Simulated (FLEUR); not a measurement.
# PrClO: parallel and opposed starts

Does PrClO prefer parallel or opposed moments?

Calculated with FLEUR MaX-R8.1; LDA (VWN) with U = 6 eV on Pr f; all-electron FLAPW, Dirac cores, scalar-relativistic bands.

This is a report of a sequence of runs, with most program output left out.

### Step 1. The structure

The structure is tetragonal, space group P4/nmm (No. 129). Conventional cell: a = 4.051 Å, b = 4.051 Å, c = 6.810 Å, α = 90.00°, β = 90.00°, γ = 90.00°. Pr has 4 O at 2.37 Å and 6 Cl at 3.12 to 3.68 Å nearest. Cl has 6 Pr at 3.12 to 3.68 Å and 4 O at 3.18 Å nearest. Nearest to O lie 4 Pr at 2.37 Å. Farther neighbours and most contacts between anions are not listed.

As a file:

```cif
data_structure
_symmetry_space_group_name_H-M 'P4/nmm:1'
_symmetry_Int_Tables_number 129
_cell_length_a 4.0510
_cell_length_b 4.0510
_cell_length_c 6.8100
_cell_angle_alpha 90.000
_cell_angle_beta 90.000
_cell_angle_gamma 90.000
_cell_volume 111.76
loop_
_atom_site_label
_atom_site_type_symbol
_atom_site_symmetry_multiplicity
_atom_site_Wyckoff_symbol
_atom_site_fract_x
_atom_site_fract_y
_atom_site_fract_z
_atom_site_occupancy
Pr1 Pr 2 c 0.00000 0.50000 0.18000 1
Cl1 Cl 2 c 0.00000 0.50000 0.64000 1
O1 O 2 a 0.00000 0.00000 0.00000 1
```

The settings of this session are cheaper than careful work needs (see the inputs), so it shows what such settings give, not the properties of the crystal.

### Step 2. Order 1, typed as ferro ++

The parallel start comes first: it shows whether parallel moments hold. The U counters the self-interaction that shrinks the moments of a localised shell.

The file n_mmp_mat seeds the f occupations with whole cubic orbitals by Hund's first rule, so that the U acts from the first pass. inpgen writes inp.xml from crystal.txt; cutoffs, mixing, functional, smearing and local orbitals are then set in the file. The k list default-1 (kpts.xml, not shown) is a Γ-centred 6×6×6 mesh; where the ranks do not divide the number of points, some are split in two of half the weight.

inp.xml

```
<?xml version="1.0" encoding="UTF-8" standalone="no"?>
<fleurInput fleurInputVersion="0.39">
   <comment>
      PrClO
   </comment>
   <calculationSetup>
      <cutoffs Kmax="2.66" Gmax="8.0" GmaxXC="8.0" numbands="0"/>
      <scfLoop itmax="130" minDistance="0.0001" maxIterBroyd="15" imix="Anderson" alpha="0.05" precondParam="0.7" spinf="2.0" sdNocoIR="T"/>
      <coreElectrons ctail="T" frcor="F" kcrel="0" coretail_lmax="0"/>
      <xcFunctional name="vwn" relativisticCorrections="F"/>
      <magnetism jspins="2"/>
      <soc l_soc="F" theta="0.0" phi="0.0" spav="F"/>
      <expertModes spex="0" secvar="F"/>
      <geometryOptimization l_f="F" forcealpha="1.0" forcemix="BFGS" epsdisp="0.00001" epsforce="0.00001"/>
      <ldaU l_linMix="F" mixParam="0.05" spinf="1.0"/>
   </calculationSetup>
   <cell>
      <bzIntegration valenceElectrons="52.0" mode="hist" fermiSmearingEnergy="0.01469973">
         <kPointListSelection listName="default-1"/>
         <xi:include xmlns:xi="http://www.w3.org/2001/XInclude" href="kpts.xml"> </xi:include>
      </bzIntegration>
      <xi:include xmlns:xi="http://www.w3.org/2001/XInclude" href="sym.xml"> </xi:include>
      <bulkLattice scale="1.0">
         <bravaisMatrix>
            <row-1>    7.6552805307545997     0.0000000000000000     0.0000000000000000</row-1>
            <row-2>    0.0000000000000000     7.6552805307545997     0.0000000000000000</row-2>
            <row-3>    0.0000000000000000     0.0000000000000000    12.8690349085259985</row-3>
         </bravaisMatrix>
      </bulkLattice>
   </cell>
   <atomSpecies>
      <species name="Praseodymi2.002" element="Pr" atomicNumber="59">
         <mtSphere radius="2.79" gridPoints="923" logIncrement="0.014"/>
         <atomicCutoffs lmax="10" lnonsphr="8"/>
         <electronConfig flipSpins="F">
            <coreConfig>(1s1/2) (2s1/2) (2p1/2) (2p3/2) (3s1/2) (3p1/2) (3p3/2) (4s1/2) (3d3/2) (3d5/2) (4p1/2) (4p3/2) (4d3/2) (4d5/2)</coreConfig>
            <valenceConfig>(5s1/2) (5p1/2) (5p3/2) (6s1/2) (4f5/2) (4f7/2)</valenceConfig>
            <stateOccupation state="(4f5/2)" spinUp="0.7867142857143" spinDown="0.499"/>
            <stateOccupation state="(4f7/2)" spinUp="1.7142857142857" spinDown="0.0"/>
         </electronConfig>
         <energyParameters s="6" p="6" d="5" f="4"/>
         <ldaU l="3" U="6.0" J="0.0" l_amf="F"/>
         <lo type="SCLO" l="0" n="5" eDeriv="0"/>
         <lo type="SCLO" l="1" n="5" eDeriv="0"/>
      </species>
      <species name="Chlorine (Cl)" element="Cl" atomicNumber="17">
         <mtSphere radius="2.8" gridPoints="925" logIncrement="0.013"/>
         <atomicCutoffs lmax="10" lnonsphr="8"/>
         <electronConfig flipSpins="F">
            <coreConfig>(1s1/2) (2s1/2) (2p1/2) (2p3/2)</coreConfig>
            <valenceConfig>(3s1/2) (3p1/2) (3p3/2)</valenceConfig>
            <stateOccupation state="(3p1/2)" spinUp="0.833333" spinDown="0.833333"/>
            <stateOccupation state="(3p3/2)" spinUp="1.666667" spinDown="1.666667"/>
         </electronConfig>
         <energyParameters s="3" p="3" d="3" f="4"/>
      </species>
      <species name="Oxygen (O)" element="O" atomicNumber="8">
         <mtSphere radius="1.58" gridPoints="523" logIncrement="0.02"/>
         <atomicCutoffs lmax="6" lnonsphr="4"/>
         <electronConfig flipSpins="F">
            <coreConfig>(1s1/2)</coreConfig>
            <valenceConfig>(2s1/2) (2p1/2) (2p3/2)</valenceConfig>
            <stateOccupation state="(2p1/2)" spinUp="0.666667" spinDown="0.666667"/>
            <stateOccupation state="(2p3/2)" spinUp="1.333333" spinDown="1.333333"/>
         </electronConfig>
         <energyParameters s="2" p="2" d="3" f="4"/>
      </species>
   </atomSpecies>
   <atomGroups>
      <atomGroup species="Praseodymi2.002">
         <relPos label="                   1">-1.000/4.000 1.000/4.000 .1800000000</relPos>
         <relPos label="                   2">1.000/4.000 -1.000/4.000 -.1800000000</relPos>
         <force calculate="T" relaxXYZ="TTT"/>
      </atomGroup>
      <atomGroup species="Chlorine (Cl)">
         <relPos label="                   3">-1.000/4.000 1.000/4.000 -9.000/25.000</relPos>
         <relPos label="                   4">1.000/4.000 -1.000/4.000 9.000/25.000</relPos>
         <force calculate="T" relaxXYZ="TTT"/>
      </atomGroup>
      <atomGroup species="Oxygen (O)">
         <relPos label="                   5">-1.000/4.000 -1.000/4.000 .0000000000</relPos>
         <relPos label="                   6">1.000/4.000 1.000/4.000 .0000000000</relPos>
         <force calculate="T" relaxXYZ="TTT"/>
      </atomGroup>
   </atomGroups>
   <output dos="F" band="F" slice="F">
      <bandDOS minEnergy="-.5*Htr" maxEnergy="0.5*Htr" sigma="0.015" storeEVData="T"/>
      <plotting iplot="0" polar="F">
         <plot TwoD="T" vec1="  1.0  0.0  0.0" vec2="  0.0  1.0  0.0" vec3="  0.0  0.0  1.0" zero="  0.0  0.0  0.0" file="plot"/>
      </plotting>
      <moessbauerParams electricFieldGradient="F" isomerShift="F" coreHyperfine="F" valenceHyperfine="F"/>
   </output>
</fleurInput>
```

crystal.txt

```
PrClO
&input film=F cartesian=F /
4.05100000000  0.00000000000  0.00000000000
0.00000000000  4.05100000000  0.00000000000
0.00000000000  0.00000000000  6.81000000000
1.8897261246
1.0 1.0 1.0

6
59 0.00000000000  0.50000000000  0.18000000000 : 2.002
59 0.50000000000  0.00000000000  0.82000000000 : 2.002
17 0.00000000000  0.50000000000  0.64000000000
17 0.50000000000  0.00000000000  0.36000000000
8 0.00000000000  0.00000000000  0.00000000000
8 0.50000000000  0.50000000000  0.00000000000

&kpt div1=6 div2=6 div3=6 gamma=T /
```

Command:

```
$ OMP_NUM_THREADS=1 inpgen -f crystal.txt > inpgen.log  # inp.xml is then edited as shown
$ OMP_NUM_THREADS=1 mpirun -n 4 fleur_MPI > fleur.log
```

Elapsed: 22 s, on 4 MPI ranks of Arm Neoverse V2, shared host; peak memory 0.24 GiB; 90 s of CPU time.

Spin moment in the muffin-tin sphere by atom:

| atom | spin moment in the muffin-tin sphere (μB) |
| --- | --- |
| Pr1 | 1.99 |
| Pr2 | 1.99 |
| Cl3 | 0.00 |
| Cl4 | 0.00 |
| O5 | -0.01 |
| O6 | -0.01 |

Read from the output:

* free energy: -531766.2346 eV
* program's band gap on this mesh (in a metal only a level spacing): 4.120 eV
* magnetization: 4.008 μB
* final state: ferromagnetic

After 21 cycles the largest moment stands at 1.99 μB.

### Step 3. Order 2, typed as antiferro +-

Reversing part of the moments tests the sign of the couplings between them.

Changes to inp.xml since step 2:

```diff
@@ -45,2 +45,16 @@
       </species>
+      <species name="Praseodymi-2.002" element="Pr" atomicNumber="59">
+         <mtSphere radius="2.79" gridPoints="923" logIncrement="0.014"/>
+         <atomicCutoffs lmax="10" lnonsphr="8"/>
+         <electronConfig flipSpins="F">
+            <coreConfig>(1s1/2) (2s1/2) (2p1/2) (2p3/2) (3s1/2) (3p1/2) (3p3/2) (4s1/2) (3d3/2) (3d5/2) (4p1/2) (4p3/2) (4d3/2) (4d5/2)</coreConfig>
+            <valenceConfig>(5s1/2) (5p1/2) (5p3/2) (6s1/2) (4f5/2) (4f7/2)</valenceConfig>
+            <stateOccupation state="(4f5/2)" spinUp="0.499" spinDown="0.7867142857143"/>
+            <stateOccupation state="(4f7/2)" spinUp="0.0" spinDown="1.7142857142857"/>
+         </electronConfig>
+         <energyParameters s="6" p="6" d="5" f="4"/>
+         <ldaU l="3" U="6.0" J="0.0" l_amf="F"/>
+         <lo type="SCLO" l="0" n="5" eDeriv="0"/>
+         <lo type="SCLO" l="1" n="5" eDeriv="0"/>
+      </species>
       <species name="Chlorine (Cl)" element="Cl" atomicNumber="17">
@@ -70,4 +84,7 @@
       <atomGroup species="Praseodymi2.002">
-         <relPos label="                   1">-1.000/4.000 1.000/4.000 .1800000000</relPos>
-         <relPos label="                   2">1.000/4.000 -1.000/4.000 -.1800000000</relPos>
+         <relPos label="                   1">.0000000000 1.000/2.000 .1800000000</relPos>
+         <force calculate="T" relaxXYZ="TTT"/>
+      </atomGroup>
+      <atomGroup species="Praseodymi-2.002">
+         <relPos label="                   2">1.000/2.000 .0000000000 -.1800000000</relPos>
          <force calculate="T" relaxXYZ="TTT"/>
@@ -75,4 +92,7 @@
       <atomGroup species="Chlorine (Cl)">
-         <relPos label="                   3">-1.000/4.000 1.000/4.000 -9.000/25.000</relPos>
-         <relPos label="                   4">1.000/4.000 -1.000/4.000 9.000/25.000</relPos>
+         <relPos label="                   3">.0000000000 1.000/2.000 -9.000/25.000</relPos>
+         <force calculate="T" relaxXYZ="TTT"/>
+      </atomGroup>
+      <atomGroup species="Chlorine (Cl)">
+         <relPos label="                   4">1.000/2.000 .0000000000 9.000/25.000</relPos>
          <force calculate="T" relaxXYZ="TTT"/>
@@ -80,4 +100,4 @@
       <atomGroup species="Oxygen (O)">
-         <relPos label="                   5">-1.000/4.000 -1.000/4.000 .0000000000</relPos>
-         <relPos label="                   6">1.000/4.000 1.000/4.000 .0000000000</relPos>
+         <relPos label="                   5">.0000000000 .0000000000 .0000000000</relPos>
+         <relPos label="                   6">1.000/2.000 1.000/2.000 .0000000000</relPos>
          <force calculate="T" relaxXYZ="TTT"/>
```

Changes to crystal.txt since step 2:

```diff
@@ -10,3 +10,3 @@
 59 0.00000000000  0.50000000000  0.18000000000 : 2.002
-59 0.50000000000  0.00000000000  0.82000000000 : 2.002
+59 0.50000000000  0.00000000000  0.82000000000 : -2.002
 17 0.00000000000  0.50000000000  0.64000000000
```

Run time: 36 s. Hardware: 4 MPI ranks; peak memory 0.38 GiB; 2.4 min of CPU time.

Spin moment in the muffin-tin sphere by atom:

| atom | spin moment in the muffin-tin sphere (μB) |
| --- | --- |
| Pr1 | 1.99 |
| Pr2 | -1.99 |
| Cl3 | 0.00 |
| Cl4 | 0.00 |
| O5 | 0.00 |
| O6 | 0.00 |

Read from the output:

* free energy: -531766.2359 eV
* program's band gap on this mesh (in a metal only a level spacing): 4.228 eV
* magnetization: 0 μB
* final state: antiferromagnetic

It lies 0.668 meV a seeded atom under the first start, and its largest moment is 1.99 μB against 1.99 μB.

### Step 4. The states side by side

Free energies are divided by the number of seeded atoms.

Orders:

```csv
start,final state,typed order kept,energy over the lowest (meV a seeded atom),largest sphere moment (μB),net moment (μB a primitive cell),mesh matched,CPU time (s)
ferro ++,ferromagnetic,yes,0.6679,1.985,4.008,yes,89.57
antiferro +-,antiferromagnetic,yes,0,1.988,0,yes,143.8
```

### Step 5. Spin–orbit coupling, moments along [001]

Spin–orbit coupling ties the spins to the lattice and lets orbital moments form.

A new self-consistent run of the start antiferro +-, with the moments along z. Here n_mmp_mat seeds f states of whole m by Hund's three rules.

Changes to inp.xml since step 2:

```diff
@@ -6,3 +6,3 @@
    <calculationSetup>
-      <cutoffs Kmax="2.66" Gmax="8.0" GmaxXC="8.0" numbands="0"/>
+      <cutoffs Kmax="2.66" Gmax="8.0" GmaxXC="8.0" numbands="172"/>
       <scfLoop itmax="130" minDistance="0.0001" maxIterBroyd="15" imix="Anderson" alpha="0.05" precondParam="0.7" spinf="2.0" sdNocoIR="T"/>
@@ -11,3 +11,3 @@
       <magnetism jspins="2"/>
-      <soc l_soc="F" theta="0.0" phi="0.0" spav="F"/>
+      <soc l_soc="T" theta="0.0" phi="0.0" spav="F"/>
       <expertModes spex="0" secvar="F"/>
@@ -45,2 +45,16 @@
       </species>
+      <species name="Praseodymi-2.002" element="Pr" atomicNumber="59">
+         <mtSphere radius="2.79" gridPoints="923" logIncrement="0.014"/>
+         <atomicCutoffs lmax="10" lnonsphr="8"/>
+         <electronConfig flipSpins="F">
+            <coreConfig>(1s1/2) (2s1/2) (2p1/2) (2p3/2) (3s1/2) (3p1/2) (3p3/2) (4s1/2) (3d3/2) (3d5/2) (4p1/2) (4p3/2) (4d3/2) (4d5/2)</coreConfig>
+            <valenceConfig>(5s1/2) (5p1/2) (5p3/2) (6s1/2) (4f5/2) (4f7/2)</valenceConfig>
+            <stateOccupation state="(4f5/2)" spinUp="0.499" spinDown="0.7867142857143"/>
+            <stateOccupation state="(4f7/2)" spinUp="0.0" spinDown="1.7142857142857"/>
+         </electronConfig>
+         <energyParameters s="6" p="6" d="5" f="4"/>
+         <ldaU l="3" U="6.0" J="0.0" l_amf="F"/>
+         <lo type="SCLO" l="0" n="5" eDeriv="0"/>
+         <lo type="SCLO" l="1" n="5" eDeriv="0"/>
+      </species>
       <species name="Chlorine (Cl)" element="Cl" atomicNumber="17">
@@ -70,4 +84,7 @@
       <atomGroup species="Praseodymi2.002">
-         <relPos label="                   1">-1.000/4.000 1.000/4.000 .1800000000</relPos>
-         <relPos label="                   2">1.000/4.000 -1.000/4.000 -.1800000000</relPos>
+         <relPos label="                   1">.0000000000 1.000/2.000 .1800000000</relPos>
+         <force calculate="T" relaxXYZ="TTT"/>
+      </atomGroup>
+      <atomGroup species="Praseodymi-2.002">
+         <relPos label="                   2">1.000/2.000 .0000000000 -.1800000000</relPos>
          <force calculate="T" relaxXYZ="TTT"/>
@@ -75,4 +92,7 @@
       <atomGroup species="Chlorine (Cl)">
-         <relPos label="                   3">-1.000/4.000 1.000/4.000 -9.000/25.000</relPos>
-         <relPos label="                   4">1.000/4.000 -1.000/4.000 9.000/25.000</relPos>
+         <relPos label="                   3">.0000000000 1.000/2.000 -9.000/25.000</relPos>
+         <force calculate="T" relaxXYZ="TTT"/>
+      </atomGroup>
+      <atomGroup species="Chlorine (Cl)">
+         <relPos label="                   4">1.000/2.000 .0000000000 9.000/25.000</relPos>
          <force calculate="T" relaxXYZ="TTT"/>
@@ -80,4 +100,4 @@
       <atomGroup species="Oxygen (O)">
-         <relPos label="                   5">-1.000/4.000 -1.000/4.000 .0000000000</relPos>
-         <relPos label="                   6">1.000/4.000 1.000/4.000 .0000000000</relPos>
+         <relPos label="                   5">.0000000000 .0000000000 .0000000000</relPos>
+         <relPos label="                   6">1.000/2.000 1.000/2.000 .0000000000</relPos>
          <force calculate="T" relaxXYZ="TTT"/>
```

Changes to crystal.txt since step 2:

```diff
@@ -10,3 +10,3 @@
 59 0.00000000000  0.50000000000  0.18000000000 : 2.002
-59 0.50000000000  0.00000000000  0.82000000000 : 2.002
+59 0.50000000000  0.00000000000  0.82000000000 : -2.002
 17 0.00000000000  0.50000000000  0.64000000000
@@ -16,2 +16,3 @@
 
+&soc 0.0000000 0.0000000 /
 &kpt div1=6 div2=6 div3=6 gamma=T /
```

Wall time 19 min (4 MPI ranks); peak memory 0.67 GiB; 77 min of CPU time.

Spin moment in the muffin-tin sphere by atom:

| atom | spin moment in the muffin-tin sphere (μB) |
| --- | --- |
| Pr1 | 1.99 |
| Pr2 | -1.99 |
| Cl3 | 0.00 |
| Cl4 | 0.00 |
| O5 | 0.00 |
| O6 | 0.00 |

Numbers from this step:

| Property | Result |
| --- | --- |
| free energy | -531766.5036 eV |
| program's band gap on this mesh (in a metal only a level spacing) | 3.769 eV |
| magnetization | 0 μB |
| final state | antiferromagnetic |
| orbital moment along the spin | -4.740 μB |

Orbital moment in the sphere, along the spin axis by atom:

```csv
atom,"orbital moment in the sphere, along the spin axis (μB)"
Pr1,-4.74
Pr2,4.74
Cl3,-0.01
Cl4,0.01
O5,0.00
O6,0.00
```

### Step 6. Summary of results

| Property | Result |
| --- | --- |
| lowest state found | antiferromagnetic (typed antiferro +-) |
| largest site spin moment | 1.99 μB |
| next finished state | ferromagnetic, 0.668 meV a seeded atom higher |
| orbital moment on the atom of largest spin, along its spin (spin–orbit run) | -4.74 μB |
| spin plus orbital moment | Pr 2.75 μB |

What this shows: The lowest state found is antiferromagnetic, reached from the start antiferro +-, with moments up to 1.99 μB. The two lowest states lie so close that the mesh, the functional or spin–orbit coupling could swap them. The orbital moment is antiparallel to the spin, as Hund's third rule has it for a shell under half filled. The f shell was seeded by Hund's rules, so the run need not end in the lowest state; crystal-field states that mix several m can carry less. Only 2 starts were tried; other patterns of signs, canted and longer-period orders were not. Open f shells have many stationary orbital fillings, so the state need not be the lowest, and spin-only moments miss the orbital part.

[Logs and program files are shortened in this print: banners, set-up blocks, solver, clock and traceback lines can be left out without a mark of their own.]

[Logs are printed without paths, hosts, clocks, repeated set-up lines and the standing remarks that a program may print on its own settings, such as how far it seeks lower states.]

[Hosts, paths, dates, database ids (printed as entryN), source tags and the programs' standing remarks are cut or masked in the printed files.]

[Where a cell is said to come from a database of computed structures, the database is the Materials Project.]
